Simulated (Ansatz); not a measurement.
# Cl on Hf(0001): change of the work function, part 4 of 4

Aim: the work function of Hf(0001) at several coverages of Cl (fcc site), and the dipole that each adsorbate carries.

Ansatz 0.2.0; plane-wave DFT, PBE, Ansatz PAW.

So far, work function, upper face (eV): step 2 (the clean slab) 4.33; step 3 (37 atoms, coverage 0.111 ML, cell 3x3) 4.23; step 4 (17 atoms, coverage 0.25 ML, cell 2x2) 4.11.

### 5. The covered slab, k-mesh 6×6×1, coverage 0.5 ML (continued)

The density of states has structure finer than the step of the table below, so its rows give means over 0.25 eV, whole bins alone (the curve runs from -8 to 1.98 eV). Peaks (eV: height): -1.020: 39.1, -0.870: 45.9, -0.780: 42.8, 0.630: 36.4, 0.960: 37.0, 1.080: 62.2, 1.380: 46.2.

Table of density of states by energy, zero at the Fermi level; means over each step:

energy (eV), density of states (states/eV a cell) and a bar:
```
    -7.25        0.0 
    -7.00        0.8 #
    -6.75        4.7 #####
    -6.50        4.6 #####
    -6.25        8.2 ########
    -6.00        8.2 ########
    -5.75       12.2 ############
    -5.50        8.3 ########
    -5.25        3.9 ####
    -5.00        3.7 ####
    -4.75        3.2 ###
    -4.50        4.4 ####
    -4.25        6.0 ######
    -4.00        4.4 ####
    -3.75        6.7 #######
    -3.50        6.6 ######
    -3.25        7.3 #######
    -3.00       13.6 #############
    -2.75        8.2 ########
    -2.50       15.4 ###############
    -2.25       15.8 ################
    -2.00       14.9 ###############
    -1.75        7.7 ########
    -1.50       15.5 ###############
    -1.25       16.0 ################
    -1.00       26.6 ##########################
    -0.75       28.1 ############################
    -0.50       14.0 ##############
    -0.25       17.7 #################
     0.00       23.0 #######################
     0.25       20.6 ####################
     0.50       23.9 ########################
     0.75       21.5 #####################
     1.00       30.4 ##############################
     1.25       26.2 ##########################
     1.50       20.4 ####################
     1.75       19.0 ###################
```

The relaxation took 5 steps and lowered the energy by 0.77 eV; the largest force on the free atoms ends at 0.0084 eV/Å.

The covered face has 4.06 eV, -0.27 eV against the clean one; the bare back face has moved by -0.00 eV, a measure of how thin the slab is.

### 6. The covered slab, k-mesh 12×12×1, coverage 1 ML

System of this step: Cl/Hf(0001). The cell holds 5 atoms: 4 Hf and 1 Cl. Cell: a = 3.200 Å, b = 3.200 Å, c = 27.724 Å, α = 90.0°, β = 90.0°, γ = 60.0°. Vacuum lies along c.

Another coverage, to see how the dipoles act on each other as their distance changes.

File input.yaml:

```yaml
crystal:
  lattice:
    - [3.2, 0.0, 0.0]
    - [1.6, 2.7712812921, 0.0]
    - [0.0, 0.0, 27.7243474987]
  atoms:
    - { symbol: Hf, position: [0.6666666667, 0.6666666667, 0.3246244118] }
    - { symbol: Hf, position: [0.0, 0.0, 0.4159232242] }
    - { symbol: Hf, position: [0.6666666667, 0.6666666667, 0.5111322481] }
    - { symbol: Hf, position: [0.0, 0.0, 0.5969560274] }
    - { symbol: Cl, position: [0.3333333333, 0.3333333333, 0.6753755882] }
kpoints:
  mp_grid: { grid: [12, 12, 1] }
hamiltonian:
  xc: pbe
scf:
  occupations: { method: fermi_dirac, width: 0.1 }
  convergence: { dr2_threshold: 1.0e-08 }
efield:
  axis: 3
  dipole_correction: true
  ramp_position: 0.97
  ramp_width: 0.06
relax:
  f_tol: 0.02
  max_steps: 60
  constraints: [{ sites: [0, 1] }]
output:
  write_potential: true
  write_density: true
  volumetric_format: npy
```

Command:

```console
> ansatz run input.yaml --threads 4 --pin off --max-ram 16384MiB --backend cpu --events-out ev --progress --plain --runs-dir out
```

Numbers of over 12 decimals in the logs are rounded to 6 here.

Log:

```text
[...]
Crystal: 5 atoms, lattice volume = 245.862 Å³
Basis set: ecut = 420 eV, 4881 PW (Γ), exchange–correlation on 48×48×384 points (8 copies of the dense FFT grid, shifted against one another)
Bands: 67, of which v1, the nominal top of the filled ones, is band 56 counted from 1 (55 counted from 0)
Symmetry: 6 space group operations
[...]
--- Relaxed structure (4 steps of the walk, 4 accepted, 0 SCFs on fresh bases) ---
  F+E_penalty+E_count = -63966.28087286 eV   max|allowed force component| = 9.724e-3 eV/Å
  atoms:
    - { symbol: Hf, position: [0.666667, 0.666667, 0.3246244118] }
[...]
- { symbol: Hf, position: [0.666667, 0.666667, 0.510533] }
[...]
- { symbol: Cl, position: [0.333333, 0.333333, 0.664970] }
[key lines of the parts left out:]
SCF converged after 8 iterations
Free energy (F): -63966.280873 eV
Fermi energy:    5.590569 eV
Dipole field:    D = 0.016060 V/Å  (p = 0.021821 e·Å, saw-weighted, corrected)
Work function:   Φ+ = 3.9147 eV   Φ− = 4.3599 eV
```

Wall time 40 s (4 threads of Arm Neoverse V1, shared host); peak memory 0.8 GiB; 2.6 min of CPU time.

Step by step:

| step | energy less that of the first step (eV) | largest force component (eV/Å) |
| --- | --- | --- |
| 1 | 0.0000 | 2.5755 |
| 2 | -0.3947 | 0.8984 |
| 3 | -0.4376 | 0.1737 |
| 4 | -0.4397 | 0.0097 |

Forces are held to the 6 operations that the run works with; a distortion that breaks them can't arise in this run.

The atoms that moved most (Å):

| atom | dx | dy | dz | length |
| --- | --- | --- | --- | --- |
| Cl5 | 0.000 | 0.000 | -0.288 | 0.288 |
| Hf4 | 0.000 | 0.000 | 0.054 | 0.054 |
| Hf3 | 0.000 | 0.000 | -0.017 | 0.017 |

The relaxed structure:

```xyz
5
Lattice="3.2000 0.0000 0.0000 1.6000 2.7713 0.0000 0.0000 0.0000 27.7243" Properties=species:S:1:pos:R:3
Hf    3.2000    1.8475    9.0000
Hf    0.0000    0.0000   11.5312
Hf    3.2000    1.8475   14.1542
Hf    0.0000    0.0000   16.6045
Cl    1.6000    0.9238   18.4359
```

Running mean over 2.5312 Å of the planar mean; the ramp of the sawtooth is left out. Electron's electrostatic potential energy less the Fermi level against z:

z (Å), electron's electrostatic potential energy less the Fermi level (eV) and a bar from the least value:
```
        4       4.36 ##############################
        5       4.33 ##############################
        6       4.11 #############################
        7       2.29 #########################
        8      -4.05 ############
        9      -7.41 ####
       10      -7.31 ####
       11      -7.27 ####
       12      -7.12 #####
       13      -6.81 #####
       14      -7.26 #####
       15      -7.72 ####
       16      -7.86 ###
       17      -9.31 
       18      -7.63 ####
       19      -2.84 ##############
       20       2.02 #########################
       21       3.84 #############################
       22       3.91 #############################
       23       3.91 #############################
       24       3.91 #############################
```

The relaxation took 4 steps and lowered the energy by 0.44 eV; the largest force on the free atoms ends at 0.0097 eV/Å.

The covered face has 3.91 eV, -0.42 eV against the clean one; the bare back face has moved by -0.02 eV, a measure of how thin the slab is.

### 7. Work function against coverage

This step: plane-wave DFT, PBE, Ansatz PAW; work function against coverage (Ansatz 0.2.0).

The runs are now put side by side.

This step gave:

- work function of the clean face: 4.332 eV
- largest change of the work function: -0.4176 eV

Work function of the covered face against coverage:

```csv
coverage (adsorbates/nm²),work function of the covered face (eV)
0.00,4.33
1.25,4.23
2.82,4.11
5.64,4.06
11.28,3.91
```

The dipole per adsorbate comes from the change of the cell's dipole. Coverage, by row:

```csv
coverage (1/nm²),coverage (ML),work function (eV),change (eV),"dipole per adsorbate, positive end outwards (debye)",mean height of the added atoms over the highest substrate atom (Å)
1.253,0.1111,4.231,-0.1015,0.212,1.812
2.819,0.25,4.11,-0.2222,0.207,1.827
5.638,0.5,4.059,-0.2728,0.126,1.812
11.28,1,3.915,-0.4176,0.093,1.831
```

### 8. What came out

- work function of the clean face: 4.33 eV
- work function at 0.11 ML: 4.23 eV
- work function at 0.25 ML: 4.11 eV
- work function at 0.5 ML: 4.06 eV
- work function at 1 ML: 3.91 eV
- dipole per adsorbate at 0.11 ML, positive end outwards: 0.21 D

**Reading.** At the lowest coverage Cl changes the work function of Hf(0001) by under 0.15 eV, within the error of so thin a slab; the largest change, -0.42 eV, comes at higher coverage. The dipole per adsorbate falls from 0.21 to 0.09 D as the layer fills. Neighbouring dipoles depolarise each other, and heights and bonding change with coverage too. The slab has 4 layers, at the tabulated experimental lattice constant, one starting site was run, and quantum-size effects of a slab this thin can reach one or two tenths of an eV.

[Logs are printed without paths, hosts, clocks, repeated set-up lines and the standing remarks that a program may print on its own settings, such as how far it seeks lower states.]

[Hosts, paths, dates, database ids (printed as entryN), source tags and the programs' standing remarks are cut or masked in the printed files.]

[Maps of the electrostatic potential energy from Ansatz leave out the sawtooth potential of an applied field or a dipole correction, so their vacuum need not be flat; planar profiles and work functions include it.]

[The density of states shown here was stored with 400 of the rows of the run's finer table, so its peaks can read low, often by over a quarter, or be missed, and its means over a window can be off by a tenth or more.]
